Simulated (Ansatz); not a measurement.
# Pd(111) with 4 thermally displaced layers, 2x2: scattering by thermal displacements

Wanted: the phonon-limited resistivity of Pd at 800 K by the Landauer route.

Calculated with Ansatz 0.2.0; Ansatz plane-wave DFT, PBE, PAW files; ballistic transport by layer matching (Landauer), zero bias; PAW set soft_1.

## Step 1: The structure

The cell holds 40 atoms: 40 Pd. Cell: a = 5.501 Å, b = 5.501 Å, c = 22.514 Å, α = 93.5°, β = 86.5°, γ = 120.0°. It derives from Pd. Regions: lead, 24 atoms (24 Pd); scattering region, 16 atoms (16 Pd). The structure is stacked along c, and the current runs across the ab planes.

## Step 2: With 4 displaced layers

Each atom of 4 layers is moved at random, by amounts drawn from a normal law 0.1209 Å wide in each direction from the Debye model (274 K) at 800 K. The layers about the cell's end stay perfect and serve as the lead. Disorder leaves little or no symmetry, which makes such runs dear. Energies from -0.05 to 0.05 eV in steps of 0.05 eV are too few for the program's thermal sum, so it prints no conductance; for a metal the transmission near the Fermi level serves, at a fraction of the cost.

Input file input.yaml:

```yaml
crystal:
  lattice:
    - [5.5010079149, 0.0, 0.0]
    - [-2.7505039575, 4.7640126007, 0.0]
    - [1.3752519787, -0.7940021001, 22.4577707709]
  atoms:
    - { symbol: Pd, position: [0.9916666667, 0.0083333333, 0.05] }
    - { symbol: Pd, position: [0.9916666667, 0.5083333333, 0.05] }
    - { symbol: Pd, position: [0.4916666667, 0.0083333333, 0.05] }
    - { symbol: Pd, position: [0.4916666667, 0.5083333333, 0.05] }
    - { symbol: Pd, position: [0.1416666667, 0.3583333333, 0.15] }
    - { symbol: Pd, position: [0.1416666667, 0.8583333333, 0.15] }
    - { symbol: Pd, position: [0.6416666667, 0.3583333333, 0.15] }
    - { symbol: Pd, position: [0.6416666667, 0.8583333333, 0.15] }
    - { symbol: Pd, position: [0.2916666667, 0.2083333333, 0.25] }
    - { symbol: Pd, position: [0.2916666667, 0.7083333333, 0.25] }
    - { symbol: Pd, position: [0.7916666667, 0.2083333333, 0.25] }
    - { symbol: Pd, position: [0.7916666667, 0.7083333333, 0.25] }
    - { symbol: Pd, position: [0.9421791011, 0.0555552153, 0.3534479286] }
    - { symbol: Pd, position: [0.936850302, 0.5450627031, 0.3519467674] }
    - { symbol: Pd, position: [0.4829775615, 0.081738434, 0.3462112071] }
    - { symbol: Pd, position: [0.4059071343, 0.542551939, 0.3502224922] }
    - { symbol: Pd, position: [0.0389054084, 0.4016625187, 0.4432922236] }
    - { symbol: Pd, position: [0.0689491368, 0.8942364229, 0.4482970928] }
    - { symbol: Pd, position: [0.6140586989, 0.4346766039, 0.4493079908] }
    - { symbol: Pd, position: [0.612944112, 0.8917663494, 0.4518924715] }
    - { symbol: Pd, position: [0.2633845492, 0.2600521849, 0.5459971243] }
    - { symbol: Pd, position: [0.2154016518, 0.7469140027, 0.5511854938] }
    - { symbol: Pd, position: [0.7169643328, 0.2528816608, 0.5491427591] }
    - { symbol: Pd, position: [0.7559592382, 0.7641001807, 0.5519132673] }
    - { symbol: Pd, position: [0.8749476636, 0.1057472525, 0.6542207929] }
    - { symbol: Pd, position: [0.907155634, 0.5777371658, 0.6581507127] }
    - { symbol: Pd, position: [0.4309256092, 0.1284000265, 0.6514237849] }
    - { symbol: Pd, position: [0.4015098932, 0.647096312, 0.6605537033] }
    - { symbol: Pd, position: [0.0416666667, 0.4583333333, 0.75] }
    - { symbol: Pd, position: [0.0416666667, 0.9583333333, 0.75] }
    - { symbol: Pd, position: [0.5416666667, 0.4583333333, 0.75] }
    - { symbol: Pd, position: [0.5416666667, 0.9583333333, 0.75] }
    - { symbol: Pd, position: [0.1916666667, 0.3083333333, 0.85] }
    - { symbol: Pd, position: [0.1916666667, 0.8083333333, 0.85] }
    - { symbol: Pd, position: [0.6916666667, 0.3083333333, 0.85] }
    - { symbol: Pd, position: [0.6916666667, 0.8083333333, 0.85] }
    - { symbol: Pd, position: [0.8416666667, 0.1583333333, 0.95] }
    - { symbol: Pd, position: [0.8416666667, 0.6583333333, 0.95] }
    - { symbol: Pd, position: [0.3416666667, 0.1583333333, 0.95] }
    - { symbol: Pd, position: [0.3416666667, 0.6583333333, 0.95] }
kpoints:
  mp_grid: { grid: [5, 5, 1] }
hamiltonian:
  xc: pbe
  pseudopotentials: { kind: paw, azcp: { folder: soft_1 } }
scf:
  occupations: { method: fermi_dirac, width: 0.1 }
output:
  transmission:
    leads: [[0, 4]]
    kmesh: [10, 10]
    e_range: [-0.05, 0.05]
    de: 0.05
  write_potential: true
  write_density: true
  volumetric_format: npy
  elf: true
```

Command:

```console
ansatz run input.yaml --threads 4 --pin off --max-ram 15360MiB --backend cpu --events-out ev --progress --plain --runs-dir out
```

Numbers of over 12 decimals in the logs are rounded to 6 here.

Output:

```text
Engine: ansatz 0.2.0, aarch64-unknown-linux-gnu
Pseudopotentials: kind: paw
Pseudopotential: Pd, paw, valence charge 18, recommended cutoff 420 eV (normal), soft_1/Pd.paw.azcp
Functional definition: PBE
  parameter kappa = 0.804
  parameter beta = 0.066725
  exchange = pbe_x(kappa = kappa, mu = beta*pi^2/3)
  correlation = pbe_c(beta = beta)
Crystal: 40 atoms, lattice volume = 588.548 Å³
Basis set: ecut = 420 eV, 11489 PW (Γ)
Bands: 432, of which v1, the nominal top of the filled ones, is band 360 counted from 1 (359 counted from 0)
Symmetry: 1 space group operations
Space group: P1 (ITA 1), of the structure as read, at distance tolerance 8.4e-5 Å
k-points: 13 of 25 (time reversal used)
Non-local potential: Pd, projectors of the file, l = 0: 2, l = 1: 2, l = 2: 2, l = 3: 1
PAW form: soft (Blöchl's): semilocal exchange-correlation on the pseudo side does not see the compensation charge
PAW one-centre angular grid: Pd, 590 points (default); XC on 64 Gauss nodes
Initial density: superposition of atomic densities (chi_scale 0.1, normalization cell)
Initial wavefunctions: pseudopotential atomic-orbital guess
Functional: x = pbe(κ = 0.804, μ = 0.219515), c = pbe(β = 0.066725)
SCF iter   1: F=—  HF=-278949.132082 eV  |F-HF|=—  |Δ(HF+E_count)|=         —  Δρ=1.52e-1  dr2=1.40e2  ethr=3.10e-3  ⟨swp⟩=5.0  Hψ=18093  notcnv=0  defer=92
preconditioner: auto → Kerker (q_TF=auto, 2.822 Å⁻¹)  [metal: Δε(μ)=0.000 eV  Ē_g=8.286 eV  σ=0.100 eV  W_gap=0.00  n_scr=240 (ndim 8)  ℏωp=30.6 eV  f_vac=0.000  D(μ)=75.13/eV (n_scr^D=1112)]
SCF iter   2: F=—  HF=-278921.097957 eV  |F-HF|=—  |Δ(HF+E_count)|=    2.80e1  Δρ=7.17e-2  dr2=3.15e1  ethr=3.10e-3  ⟨swp⟩=2.0  Hψ=9431  notcnv=0  defer=515
SCF iter   3: F=—  HF=-278913.540146 eV  |F-HF|=—  |Δ(HF+E_count)|=    7.56e0  Δρ=1.39e-2  dr2=1.04e0  ethr=3.10e-3  ⟨swp⟩=2.0  Hψ=9174  notcnv=0  defer=533
SCF iter   4: F=—  HF=-278913.578250 eV  |F-HF|=—  |Δ(HF+E_count)|=   3.81e-2  Δρ=2.78e-3  dr2=4.88e-2  ethr=1.45e-4  ⟨swp⟩=2.6  Hψ=7518  notcnv=0  defer=533
SCF iter   5: F=—  HF=-278913.589143 eV  |F-HF|=—  |Δ(HF+E_count)|=   1.09e-2  Δρ=5.91e-4  dr2=5.71e-3  ethr=6.78e-6  ⟨swp⟩=2.0  Hψ=5434  notcnv=0  defer=533
SCF iter   6: F=—  HF=-278913.589289 eV  |F-HF|=—  |Δ(HF+E_count)|=   1.46e-4  Δρ=1.92e-4  dr2=3.07e-4  ethr=7.94e-7  ⟨swp⟩=1.0  Hψ=5083  notcnv=0  defer=533
SCF iter   7: F=—  HF=-278913.589323 eV  |F-HF|=—  |Δ(HF+E_count)|=   3.38e-5  Δρ=6.18e-5  dr2=7.87e-5  ethr=4.27e-8  ⟨swp⟩=1.5  Hψ=7039  notcnv=0  defer=533
SCF iter   8: F=—  HF=-278913.589933 eV  |F-HF|=—  |Δ(HF+E_count)|=   6.10e-4  Δρ=1.66e-5  dr2=7.08e-6  ethr=1.09e-8  ⟨swp⟩=1.0  Hψ=5616  notcnv=0  defer=533
SCF iter   9: F=—  HF=-278913.589933 eV  |F-HF|=—  |Δ(HF+E_count)|=   2.30e-7  Δρ=7.84e-6  dr2=1.59e-6  ethr=9.83e-10  ⟨swp⟩=1.0  Hψ=5083  notcnv=0  defer=533
SCF iter  10: F=-278913.589933 eV  HF=-278913.589933 eV  |F-HF|=7.12e-8  |Δ(HF+E_count)|=   5.91e-8  Δρ=2.00e-6  dr2=8.09e-8  ethr=1.39e-11  ⟨swp⟩=8.2  Hψ=19966  notcnv=0
SCF 1 converged in 10 iterations: F = -278913.589933 eV  dr2 = 8.09e-8
  greatest PAW one-centre occupation: 1.000 electrons in one spin orbital (limit 2), on the Pd atom at site 16 (counted from 0), in its partial waves of l = 0
transmission: 182 of 1820 steps passed
transmission: 364 of 1820 steps passed
[...]
transmission: 1820 of 1820 steps passed
SCF converged after 10 iterations
Free energy (F): -278913.589933 eV
Harris-Foulkes:  -278913.589933 eV  (|F-HF|=7.12e-8)
Internal energy: -278911.193552 eV  (E = F + TS)
E sigma→0 (E₀):  -278912.391743 eV
Entropy (-TS):   -2.396381 eV (-59.910 meV/atom)
Fermi energy:    19.763695 eV
--- Per-component energies (eV) ---
  E_band       = -5557.288827
  E_kinetic    = 17973.198164
  E_local      = -74240.265903  (includes V_loc(G=0)·N_el)
  E_nonlocal   = 14828.376116
  E_hartree    = 29985.610817
  E_xc         = -5553.688270
  E_vxc        = -7025.106949  (∫ρ·V_xc dr)
  E_paw        = -152434.642570  (= ΣΔE_a)
  E_vpaw       = -17064.728149  (= ΣTr[D̂ρ^β])
  E_aug_tail   = 0.009453  (compensation charges beyond the density's cutoff)
  E_ewald      = -109469.791359
  E_smearing   = -2.396381  (= −TS)
  E_closure    = -0.000000  (closes the sum)
  Σ components = -278913.589933   (vs F -278913.589933, Δ=0.00e0)
--- Band table (eV; the first three rows and the last of 13) ---
  k-point 0: bands = [... 356 lower, 19.8330, 19.8400, 19.8480, 19.8611, 19.8755, 19.9004, 19.9118, 19.9257, ... 68 higher]
  k-point 1: bands = [... 356 lower, 19.6948, 19.7293, 19.7435, 19.7653, 19.7887, 19.8186, 19.8684, 19.8923, ... 68 higher]
  k-point 2: bands = [... 356 lower, 19.6925, 19.7134, 19.7352, 19.7470, 19.7701, 19.7854, 19.8119, 19.8228, ... 68 higher]
  k-point 12: bands = [... 356 lower, 19.6276, 19.6709, 19.7034, 19.7456, 19.7677, 19.7831, 19.7929, 19.8195, ... 68 higher]
--- Transmission ---
  basis      : 235 plane waves across, 35 finite elements along
  points     : 52, standing for a mesh of 10 x 10
  energies   : 3 from -0.050000 to 0.050000 eV about the Fermi level, 0.050000 eV apart; the leads are filled to 0.000000 eV, and channels, transmission and decay are at 0.000000 eV
  crystal 0  : Pd4, at the sites [0, 4], period 2.2458 Å, over 13.47 Å; its Hamiltonian steps by up to 21.4 meV
    offset         : up to 0.0000 Å between an atom of the period and one for which it stands
    channels       : 5.230000e0 a spin
    conductance    : none, the energies end too early or step too widely for 300 K: set another output.transmission.e_range or a lower de, or, where they end at an eighth of basis.ecutwfc, a higher one
  junction   : crystal 0 to crystal 0, 0.70 to 20.91 Å
    transmission   : 3.271738e0 a spin
    conductance    : none, the energies end too early or step too widely for 300 K: set another output.transmission.e_range or a lower de, or, where they end at an eighth of basis.ecutwfc, a higher one
```

Wall time 8.5 min (4 threads of Arm Neoverse V1, shared host); peak memory 5.5 GiB.

This step gave:

```yaml
free_energy: -278913.5899 eV
energy_at_zero_smearing: -278912.3917 eV
fermi_energy: 19.76 eV
cell_area: 26.21 Å²
transmission_per_spin_nearest_the_fermi_level: 3.272
open_channels_per_spin_nearest_the_fermi_level: 5.23
step_of_the_lead_s_potential: 21.4 meV
```

Per spin. The transmission, zone mean by energy, zero at the Fermi level:

```csv
energy (eV),"transmission, zone mean"
-0.0500,3.64
0.0000,3.27
0.0500,2.97
```

Per spin. Table of open channels, zone mean, lead by energy, zero at the Fermi level:

```csv
energy (eV),"open channels, zone mean, lead"
-0.0500,6.25
0.0000,5.23
0.0500,4.49
```

Transmission over k1 and k2. At 0.0000 eV from the Fermi level.

Values, 10 rows by 10 columns:
```
2.87 4.20 3.30 3.58 3.89 4.48 3.05 3.25 1.71 3.28
2.44 3.21 3.46 3.68 3.76 3.07 3.76 2.70 2.04 1.78
2.82 3.16 3.29 3.81 2.34 3.60 3.45 3.41 2.75 3.25
3.28 3.90 3.31 2.77 3.15 3.12 2.49 3.67 3.50 3.48
5.00 3.86 3.35 3.72 3.52 4.06 3.52 3.72 3.35 3.86
3.28 3.48 3.50 3.67 2.49 3.12 3.15 2.77 3.31 3.90
2.82 3.25 2.75 3.41 3.45 3.60 2.34 3.81 3.29 3.16
2.44 1.78 2.04 2.70 3.76 3.07 3.76 3.68 3.46 3.21
2.87 3.28 1.71 3.25 3.05 4.48 3.89 3.58 3.30 4.20
4.93 3.04 2.58 2.54 3.26 5.29 3.26 2.54 2.58 3.04
```
Columns: k1 (b1) from -0.5 to 0.4; rows upwards: k2 (b2) from -0.5 to 0.4.

Open channels over k1 and k2. At 0.0000 eV from the Fermi level.

Ten even steps from '0' (3.0) to '9' (10.0):
```
2742472101
1422224100
1222122211
2421551242
9722555227
2242155124
1112221222
1001422224
2101274247
9211292112
```
Columns: k1 (b1) from -0.5 to 0.4; rows upwards: k2 (b2) from -0.5 to 0.4.

Electrostatic potential energy in the ca plane at fractional y = 0.543, with atoms of Pd within 0.2 Å of it. With pseudopotentials it is smooth inside the atoms' cores, unlike the true potential.

Ten even steps from '0' (-34 eV) to '9' (23 eV), each cell a mean:
```
99999999998200048988999999999840015886579999
99999999998300058999999999999830004899999999
78999877899742479877899999999851016899999999
66899755799987899743489999999985468987789999
77899755799999999620269998899999899863358999
88999877899988999631369998899999999830037999
99999999999754689865689999999999999840027999
99999999998300269998999999999987678863358999
99999999997200059999999999999963137998789999
88999988998300159999999999999962026999999999
77899866899743479999999999999973237998999999
66899755799987899866899998999997678875579999
78899866899988999633689987899999899841148999
99999988999755688633589987899998889730027999
99999999998400268765799998999974358851137999
```
Columns run along c (16.0 Å, from fractional 0.14 to 0.86 of the cell; values clipped at the 3rd and 97th percentile), rows up along a (5.5 Å). Atoms in or near the plane, at fractional coordinates: Pd at (0.35, 0.94), Pd at (0.35, 0.41), Pd at (0.66, 0.91).

Valence density in the ca plane at fractional y = 0.543, with atoms of Pd within 0.2 Å of it. It is the smooth field of the valence electrons, not physical close to the nuclei.

Ten steps, logarithmic in the rise over the least value, from '0' (0 e/Å³) to '9' (15 e/Å³), each cell a mean:
```
11000011113799862222210011111268985234532111
21100111112689852122100011111369985212210011
33211233211467632234310011110258874211110012
44212355310123212366531112110135553223321011
43212355310011112478741122210001221246652111
22111233210122111467641122210000111368863111
11000112111355421245421112110001111368874111
11000011112688741112210011100024432246652111
11000011113799852000000001100146764223321011
22111222112689851100000001100147874211110011
43211344311467531121100011100136764212210012
44212355311133211344310122210023442235531011
33211344311122212466421123310012222357863111
21101122211355422466521123310012322368874111
11000011112688742345310112211146653357863111
```
Columns run along c (16.0 Å, from fractional 0.14 to 0.86 of the cell), rows up along a (5.5 Å). Atoms in or near the plane, at fractional coordinates: Pd at (0.35, 0.94), Pd at (0.35, 0.41), Pd at (0.66, 0.91).

ELF in the ca plane at fractional y = 0.543, with atoms of Pd within 0.2 Å of it. It is the smooth field of the valence electrons, not physical close to the nuclei.

Ten even steps from '0' (0.15) to '9' (0.44), each cell a mean:
```
11000012213942672223100011111397586236862111
11100111112864772222110011221385367222210011
44211344211598852245410111111289686221110001
76312577511134321589841112110037763224421011
65311588510111111798961122210001221268983111
22111355311122111698961122210000111498795111
11000111111588621367731112110001111388795111
21000012213976961112110111110037742258983111
11000011214842671221000011110169995223431111
32111132113965872211000001110169897221110011
65211466311588841112100011110159995222210011
76312588511234321367410122210025652246851111
44211477411122222799721134310012222388994111
11100133211478622799721124410013322497695111
11000011112987862477511112211169973378895111
```
Columns run along c (16.0 Å, from fractional 0.14 to 0.86 of the cell), rows up along a (5.5 Å). Atoms in or near the plane, at fractional coordinates: Pd at (0.35, 0.94), Pd at (0.35, 0.41), Pd at (0.66, 0.91).

Over the solved energies the transmission per spin lies between 2.97 and 3.64, out of 5.32 channels of the lead on average (up to 6.25).

(Continued in part 2 of 2.)

[Logs are printed without paths, hosts, clocks, repeated set-up lines and the standing remarks that a program may print on its own settings, such as how far it seeks lower states.]

[Hosts, paths, dates, database ids (printed as entryN), source tags and the programs' standing remarks are cut or masked in the printed files.]
